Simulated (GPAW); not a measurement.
# AlGaN2 (P-4m2): G0W0 on several meshes in GPAW

How does the mesh move the gap of AlGaN2 (P-4m2)?

Program: GPAW 26.7.0. Level of theory: LDA and many-body steps on it, plane waves. Results are calculated unless marked as measured.

### Step 1. The structure

The structure is tetragonal, space group P-4m2 (No. 115). The conventional cell has a = 3.141 Å, b = 3.141 Å, c = 4.424 Å, α = 90.00°, β = 90.00°, γ = 90.00°. Nearest to Al lie 4 N at 1.89 Å. Ga has 4 N at 1.95 Å nearest. N has 2 Al at 1.89 Å and 2 Ga at 1.95 Å nearest. Farther neighbours and most contacts between anions are not listed.

Structure file:

```cif
data_structure
_symmetry_space_group_name_H-M 'P 1'
_symmetry_Int_Tables_number 1
_cell_length_a 3.1409
_cell_length_b 3.1409
_cell_length_c 4.4238
_cell_angle_alpha 90.000
_cell_angle_beta 90.000
_cell_angle_gamma 90.000
_cell_volume 43.64
loop_
_atom_site_label
_atom_site_type_symbol
_atom_site_fract_x
_atom_site_fract_y
_atom_site_fract_z
_atom_site_occupancy
Al1 Al 0.50000 0.50000 0.50000 1
Ga2 Ga 0.00000 0.00000 0.00000 1
N3 N 0.50000 0.00000 0.73826 1
N4 N 0.00000 0.50000 0.26174 1
```

The cell and positions are those that the Materials Project relaxed with its own functionals (PBE, PBE+U or r2SCAN), kept fixed.

### Step 2. Empty states on the mesh, 4×4×4 mesh, 290 bands

This step: GPAW 26.7.0; DFT, LDA, plane waves, PAW.

The sums over transitions need many empty states on a uniform mesh; this step solves for them.

File run.py:

```python
import json
import numpy as np
from gpaw.mpi import world
from gpaw import GPAW

calc = GPAW('gs.gpw').fixed_density(kpts={'size': (4, 4, 4), 'gamma': True},
    parallel={'domain': 1, 'band': 1},
    txt='nscf.txt')
calc.diagonalize_full_hamiltonian(nbands=290)
calc.write('full.gpw', mode='all')
res = {}
kpts = calc.get_ibz_k_points()
res['kpts'] = kpts
res['eigenvalues'] = [calc.get_eigenvalues(kpt=k) for k in range(len(kpts))]
res['n_electrons'] = calc.get_number_of_electrons()

if world.rank == 0:
    with open('result.json', 'w') as f:
        json.dump(res, f, default=lambda x: x.tolist())
```

Command:

```
mpirun -n 4 gpaw python run.py
```

Numbers of over 12 decimals in the logs are rounded to 6 here.

The log of the run:

```text
Diagonalizing LCAO Hamiltonian
Converting LCAO to pw mode
convergence criteria:
- Maximum integral of absolute [eigenst]ate change: 4e-08 eV^2 / valence electron
maximum number of iterations: 100

SCF iterations
|iter     |     time |      energy | eigst |  dens |
|iter:   1|  |             | +0.86 |       |
|iter:   2|  |             | -0.57 |       |
|iter:   3|  |             | -1.44 |       |
[...]
|iter:  10|  |             | -6.43 |       |
|iter:  11|  |             | -6.72 |       |
|iter:  12|  |             | -7.48c|       |
SCF steps: 12
  __  _  _
 | _ |_)|_||  |
 |__||  | ||/\| - 26.7.0

Input parameters:
  mode=PW(ecut=600.0),
  convergence={'density': 1e-06, 'bands': -3},
  gpts=array([18, 18, 25]),
  kpts=MonkhorstPack(size=(4, 4, 4), gamma=True),
  maxiter=100,
  nbands=16,
  occupations=Occupations(name='fermi-dirac', width=0.001, fixmagmom=False),
  parallel={'domain': 1, 'band': 1},
  xc=XC(name='LDA')
Matrix size: 1465x1465
# Writing to full.gpw (mode='all')
  [... matrices ...]

timing:  # [seconds]
  Total: 14.802  # ━━━━━━━━━━━━━━━━━━━━━━━━━━━━━━━━━━━━━━━━━━━━━━━━━━━━━━━━━━
```

It took 18 s on 4 MPI ranks of Arm Neoverse V2, shared host; peak memory 1.4 GiB.

This step gave:

* gap: 2.933 eV
* k of the valence top: 0, 0, 0
* k of the conduction bottom: 0, 0, 0
* least direct gap: 2.933 eV
* k points computed: 18
* lowest point of the top converged band, above the valence top: 186.9323 eV

On this mesh the gap is 2.933 eV.

### Step 3. 4×4×4

G0W0 replaces the xc potential by the self-energy, built once from these orbitals. Only a window of levels is corrected, while the sums run over the empty bands that the input names.

This step: G0W0 on LDA, plane waves, PAW.

File run.py:

```python
import json
import numpy as np
from gpaw.mpi import world
from gpaw.response.g0w0 import G0W0

gw = G0W0('full.gpw',
    filename='gw',
    kpts=[0],
    bands=(6, 10),
    ecut=120,
    nbands=130,
    integrate_gamma='WS',
    ppa=True)
gw.calculate()
res = {mode: {k: v for k, v in r.items() if k != 'sigma_eskwn'}
       for mode, r in gw.all_results.items()}

if world.rank == 0:
    with open('result.json', 'w') as f:
        json.dump(res, f, default=lambda x: x.tolist())
```

Command:

```
mpirun -n 4 gpaw python run.py
```

The log of the run:

```text
Using integrator: PointIntegrator
FrequencyGridDescriptor(from 0.000+0.000j to 0.000+27.211j eV, 2 points)
Nonperiodic BCs:  [False False False]
Using integrator: PointIntegrator
FrequencyGridDescriptor(from 0.000+0.000j to 0.000+27.211j eV, 2 points)
Nonperiodic BCs:  [False False False]
  ___  _ _ _
 |   || | | |
 | | || | | |
 |__ ||_____|
 |___|

BZ k-points: Symmetries present (total): 8

  [... matrices ...]
64 k-points: 4 x 4 x 4 Monkhorst-Pack grid + [1/8,1/8,1/8]
18 k-points in the irreducible part of the Brillouin zone
       k-points in crystal coordinates                weights
   0:     0.00000000    0.00000000    0.00000000          1/64
   1:     0.00000000    0.00000000    0.25000000          2/64
   2:     0.00000000    0.00000000    0.50000000          1/64
   3:     0.25000000    0.00000000    0.00000000          4/64
   4:     0.25000000    0.00000000    0.25000000          8/64
   5:     0.25000000    0.00000000    0.50000000          4/64
   6:     0.25000000    0.25000000    0.00000000          4/64
   7:     0.25000000    0.25000000    0.25000000          8/64
   8:     0.25000000    0.25000000    0.50000000          4/64
   9:     0.50000000    0.00000000    0.00000000          2/64
          ...
  17:     0.50000000    0.50000000    0.50000000          1/64

Distributing spins, k-points and bands (1 x 1 x 4) over 4 processes
Number of blocks: 1

Quasi particle states:
k-points (IBZ indices): [0]
Band range: (6, 10)
  [... matrices ...]
Computational parameters:
Plane wave cut-off: 120 eV
Number of bands: 130
Coulomb cutoff: None
Broadening: 0.1 eV

fxc modes: GW
Kernel: RPA
Using Godby-Needs plasmon-pole approximation:
  Fitting energy: i*E0, E0 = 1.000 Hartree
Summing all q:

Calculating screened Coulomb potential
No Coulomb truncation
FrequencyGridDescriptor(from 0.000+0.000j to 0.000+27.211j eV, 2 points)
Removing empty qpoint cache files...

Calculating chi0 body with:
    Ground state adapter containing:
    Number of spins: 1
    Number of kpoints: 64
    Number of irreducible kpoints: 18
    Number of completely occupied states: 8
    Number of partially occupied states: 8
    Occupied states memory: 0.98876953125 M / cpu

    Linear response parametrization:
    q_c: [0.0, 0.0, 0.0]
    Number of frequency points: 2
    Planewave cutoff: 120.0
    Number of bands: 130
    Number of planewaves: 123
    Broadening (eta): 1e-06
    comm.size: 4
    kncomm.size: 4
    blockcomm.size: 1

    Memory estimate of potentially large arrays:
        chi0_wGG: 0.461700 M / cpu
Integrating chi0 body.

Symmetries of q_c:
    Direct symmetries (Uq -> q): 8
    Indirect symmetries (TUq -> q): 8
In total 16 allowed symmetries.

  [... matrices ...]
18 groups of equivalent kpoints. 71.875% reduction.

Integral kind: response function
Integrating chi0 head and wings.

Symmetries of q_c:
    Direct symmetries (Uq -> q): 8
    Indirect symmetries (TUq -> q): 8
In total 16 allowed symmetries.

  [... matrices ...]
18 groups of equivalent kpoints. 71.875% reduction.

Integral kind: response function wings

Calculating chi0 body with:
    Ground state adapter containing:
    Number of spins: 1
    Number of kpoints: 64
    Number of irreducible kpoints: 18
    Number of completely occupied states: 8
    Number of partially occupied states: 8
    Occupied states memory: 0.98876953125 M / cpu

    Linear response parametrization:
[... the further q-points ...]

Results:
f:      Occupation numbers
eps:     KS-eigenvalues [eV]
vxc:     KS vxc [eV]
exx:     Exact exchange [eV]
sigma:   Self-energies [eV]
dsigma:  Self-energy derivatives
Z:       Renormalization factors
qp:      QP-energies [eV]

k-point 0 (0): (0.000, 0.000, 0.000)                GW
band       f     eps     vxc     exx   sigma  dsigma       Z      qp
                                                                   GW
   6   1.000   5.908 -18.510 -21.993   2.931  -0.271   0.787   5.473
   7   1.000   5.908 -18.510 -21.992   2.930  -0.271   0.787   5.474
   8   0.000   8.840 -15.637 -10.895  -3.419  -0.226   0.816   9.920
   9   0.000   9.436 -12.551  -7.924  -3.759  -0.203   0.831  10.157
```

The job ended after 30 s (4 MPI ranks; peak memory 1.3 GiB; 2 min of CPU time).

This step gave:

* G0W0 gap on the points computed: 4.446 eV
* least direct G0W0 gap on the computed points: 4.446 eV
* Z at the valence top: 0.7868
* Z at the conduction bottom: 0.8159
* starting gap on the mesh: 2.933 eV
* k of the valence top: 0, 0, 0
* k of the conduction bottom: 0, 0, 0

The gap on the mesh goes from 2.93 eV to 4.45 eV, a correction of +1.51 eV.

### Step 4. Empty states on the mesh, 4×4×2 mesh, 140 bands

This step: DFT, LDA, plane waves, PAW.

File run.py:

```python
import json
import numpy as np
from gpaw.mpi import world
from gpaw import GPAW

calc = GPAW('gs.gpw').fixed_density(kpts={'size': (4, 4, 2), 'gamma': True},
    parallel={'domain': 1, 'band': 1},
    txt='nscf.txt')
calc.diagonalize_full_hamiltonian(nbands=140)
calc.write('full.gpw', mode='all')
res = {}
kpts = calc.get_ibz_k_points()
res['kpts'] = kpts
res['eigenvalues'] = [calc.get_eigenvalues(kpt=k) for k in range(len(kpts))]
res['n_electrons'] = calc.get_number_of_electrons()

if world.rank == 0:
    with open('result.json', 'w') as f:
        json.dump(res, f, default=lambda x: x.tolist())
```

Command:

```
mpirun -n 4 gpaw python run.py
```

The log of the run:

```text
Diagonalizing LCAO Hamiltonian
Converting LCAO to pw mode
convergence criteria:
- Maximum integral of absolute [eigenst]ate change: 4e-08 eV^2 / valence electron
maximum number of iterations: 100

SCF iterations
|iter     |     time |      energy | eigst |  dens |
|iter:   1|  |             | +0.85 |       |
|iter:   2|  |             | -0.60 |       |
|iter:   3|  |             | -1.51 |       |
[...]
|iter:   8|  |             | -5.99 |       |
|iter:   9|  |             | -6.80 |       |
|iter:  10|  |             | -7.71c|       |
SCF steps: 10
  __  _  _
 | _ |_)|_||  |
 |__||  | ||/\| - 26.7.0

Input parameters:
  mode=PW(ecut=600.0),
  convergence={'density': 1e-06, 'bands': -3},
  gpts=array([18, 18, 25]),
  kpts=MonkhorstPack(size=(4, 4, 2), gamma=True),
  maxiter=100,
  nbands=16,
  occupations=Occupations(name='fermi-dirac', width=0.001, fixmagmom=False),
  parallel={'domain': 1, 'band': 1},
  xc=XC(name='LDA')
Matrix size: 1465x1465
# Writing to full.gpw (mode='all')
  [... matrices ...]

timing:  # [seconds]
  Total: 8.022  # ━━━━━━━━━━━━━━━━━━━━━━━━━━━━━━━━━━━━━━━━━━━━━━━━━━━━━━━━━━━
```

Elapsed: 11 s, on 4 MPI ranks; peak memory 1.3 GiB; 43 s of CPU time.

Numbers from this step:

| Item | Value |
| --- | --- |
| gap | 2.933 eV |
| k of the valence top | 0, 0, 0 |
| k of the conduction bottom | 0, 0, 0 |
| least direct gap | 2.933 eV |
| k points computed | 12 |
| lowest point of the top converged band, above the valence top | 104.9818 eV |

On this mesh the gap is 2.933 eV.

### Step 5. 4×4×2

This step: G0W0 on LDA, plane waves, PAW.

File run.py:

```python
import json
import numpy as np
from gpaw.mpi import world
from gpaw.response.g0w0 import G0W0

gw = G0W0('full.gpw',
    filename='gw',
    kpts=[0],
    bands=(6, 10),
    ecut=120,
    nbands=130,
    integrate_gamma='WS',
    ppa=True)
gw.calculate()
res = {mode: {k: v for k, v in r.items() if k != 'sigma_eskwn'}
       for mode, r in gw.all_results.items()}

if world.rank == 0:
    with open('result.json', 'w') as f:
        json.dump(res, f, default=lambda x: x.tolist())
```

Command:

```
mpirun -n 4 gpaw python run.py
```

The log of the run:

```text
Using integrator: PointIntegrator
FrequencyGridDescriptor(from 0.000+0.000j to 0.000+27.211j eV, 2 points)
Nonperiodic BCs:  [False False False]
Using integrator: PointIntegrator
FrequencyGridDescriptor(from 0.000+0.000j to 0.000+27.211j eV, 2 points)
Nonperiodic BCs:  [False False False]
  ___  _ _ _
 |   || | | |
 | | || | | |
 |__ ||_____|
 |___|

BZ k-points: Symmetries present (total): 8

  [... matrices ...]
32 k-points: 4 x 4 x 2 Monkhorst-Pack grid + [1/8,1/8,1/4]
12 k-points in the irreducible part of the Brillouin zone
       k-points in crystal coordinates                weights
   0:     0.00000000    0.00000000    0.00000000          1/32
   1:     0.00000000    0.00000000    0.50000000          1/32
   2:     0.25000000    0.00000000    0.00000000          4/32
[...]
9:     0.50000000    0.25000000    0.50000000          4/32
          ...
  11:     0.50000000    0.50000000    0.50000000          1/32

Distributing spins, k-points and bands (1 x 1 x 4) over 4 processes
Number of blocks: 1

Quasi particle states:
k-points (IBZ indices): [0]
Band range: (6, 10)
  [... matrices ...]
Computational parameters:
Plane wave cut-off: 120 eV
Number of bands: 130
Coulomb cutoff: None
Broadening: 0.1 eV

fxc modes: GW
Kernel: RPA
Using Godby-Needs plasmon-pole approximation:
  Fitting energy: i*E0, E0 = 1.000 Hartree
Summing all q:

Calculating screened Coulomb potential
No Coulomb truncation
FrequencyGridDescriptor(from 0.000+0.000j to 0.000+27.211j eV, 2 points)
Removing empty qpoint cache files...

Calculating chi0 body with:
    Ground state adapter containing:
    Number of spins: 1
    Number of kpoints: 32
    Number of irreducible kpoints: 12
    Number of completely occupied states: 8
    Number of partially occupied states: 8
    Occupied states memory: 0.98876953125 M / cpu

    Linear response parametrization:
    q_c: [0.0, 0.0, 0.0]
    Number of frequency points: 2
    Planewave cutoff: 120.0
    Number of bands: 130
    Number of planewaves: 123
    Broadening (eta): 1e-06
    comm.size: 4
    kncomm.size: 4
    blockcomm.size: 1

    Memory estimate of potentially large arrays:
        chi0_wGG: 0.461700 M / cpu
Integrating chi0 body.

Symmetries of q_c:
    Direct symmetries (Uq -> q): 8
    Indirect symmetries (TUq -> q): 8
In total 16 allowed symmetries.

  [... matrices ...]
12 groups of equivalent kpoints. 62.5% reduction.

Integral kind: response function
Integrating chi0 head and wings.

Symmetries of q_c:
    Direct symmetries (Uq -> q): 8
    Indirect symmetries (TUq -> q): 8
In total 16 allowed symmetries.

  [... matrices ...]
12 groups of equivalent kpoints. 62.5% reduction.

Integral kind: response function wings

Calculating chi0 body with:
    Ground state adapter containing:
    Number of spins: 1
    Number of kpoints: 32
    Number of irreducible kpoints: 12
    Number of completely occupied states: 8
    Number of partially occupied states: 8
    Occupied states memory: 0.98876953125 M / cpu

    Linear response parametrization:
[... the further q-points ...]

Results:
f:      Occupation numbers
eps:     KS-eigenvalues [eV]
vxc:     KS vxc [eV]
exx:     Exact exchange [eV]
sigma:   Self-energies [eV]
dsigma:  Self-energy derivatives
Z:       Renormalization factors
qp:      QP-energies [eV]

k-point 0 (0): (0.000, 0.000, 0.000)                GW
band       f     eps     vxc     exx   sigma  dsigma       Z      qp
                                                                   GW
   6   1.000   5.908 -18.510 -21.977   2.934  -0.272   0.786   5.489
   7   1.000   5.908 -18.510 -21.976   2.934  -0.272   0.786   5.489
   8   0.000   8.840 -15.637 -10.826  -3.493  -0.228   0.814   9.913
   9   0.000   9.436 -12.551  -7.941  -3.767  -0.205   0.830  10.135
```

The job ended after 15 s (4 MPI ranks; peak memory 1.1 GiB; 59 s of CPU time).

This step gave:

```yaml
g0w0_gap_on_the_points_computed: 4.424 eV
least_direct_g0w0_gap_on_the_computed_points: 4.424 eV
z_at_the_valence_top: 0.7860
z_at_the_conduction_bottom: 0.8143
starting_gap_on_the_mesh: 2.933 eV
k_of_the_valence_top: 0, 0, 0
k_of_the_conduction_bottom: 0, 0, 0
```

Against G0W0 in GPAW (4×4×4 mesh, 130 bands, screening to 120 eV, Godby-Needs plasmon pole), the gap moves by −0.022 eV.

### Step 6. Side by side

Times are wall times on 4 MPI ranks of Arm Neoverse V2, shared host, good to a factor of about two.

```
  run   mesh  bands  screening cutoff (eV)  DFT gap (eV)  gap on the mesh (eV)  direct (eV)  time
4×4×4  4×4×4    130                    120         2.933                 4.446        4.446  30 s
4×4×2  4×4×2    130                    120         2.933                 4.424        4.424  15 s
```

### Step 7. Results

| Quantity | Value |
| --- | --- |
| 4×4×4 | 4.446 eV |
| 4×4×2 | 4.424 eV |
| known limits | not at the basis limit; no spin-orbit coupling; coarse k mesh |

4×4×2: −0.022 eV against 4×4×4. Bands and cutoff are finite, so the gap is not at the basis limit. The miss can reach some tenths of an eV and take either sign; the mesh is an error of its own. These stock PAW sets were not made for GW; the filled d or f shell of Ga lies in the frozen core, which bears on start and correction. In the G0W0 runs levels were corrected at 1 k point alone, so a gap called «on the mesh» is the least over those, and an edge elsewhere would be missed. The 4×4×4 mesh is coarse for this cell, which bears on the long-range parts of exchange and screening. Mesh or cutoff lie under what a gap needs, so these runs test behaviour and cost; their gaps are not to be quoted. The many-body steps are scalar-relativistic: spin-orbit coupling is not in them.

[Paths, hosts, dates, memory and timing lines, banners, echoed tables and standing remarks are left out of the program output.]

[Logs are printed without paths, hosts, clocks, repeated set-up lines and the standing remarks that a program may print on its own settings, such as how far it seeks lower states.]

[Runs of the session that timed out or met a known fault of the program may be left out.]

[Hosts, paths, dates, database ids (printed as entryN), source tags and the programs' standing remarks are cut or masked in the printed files.]
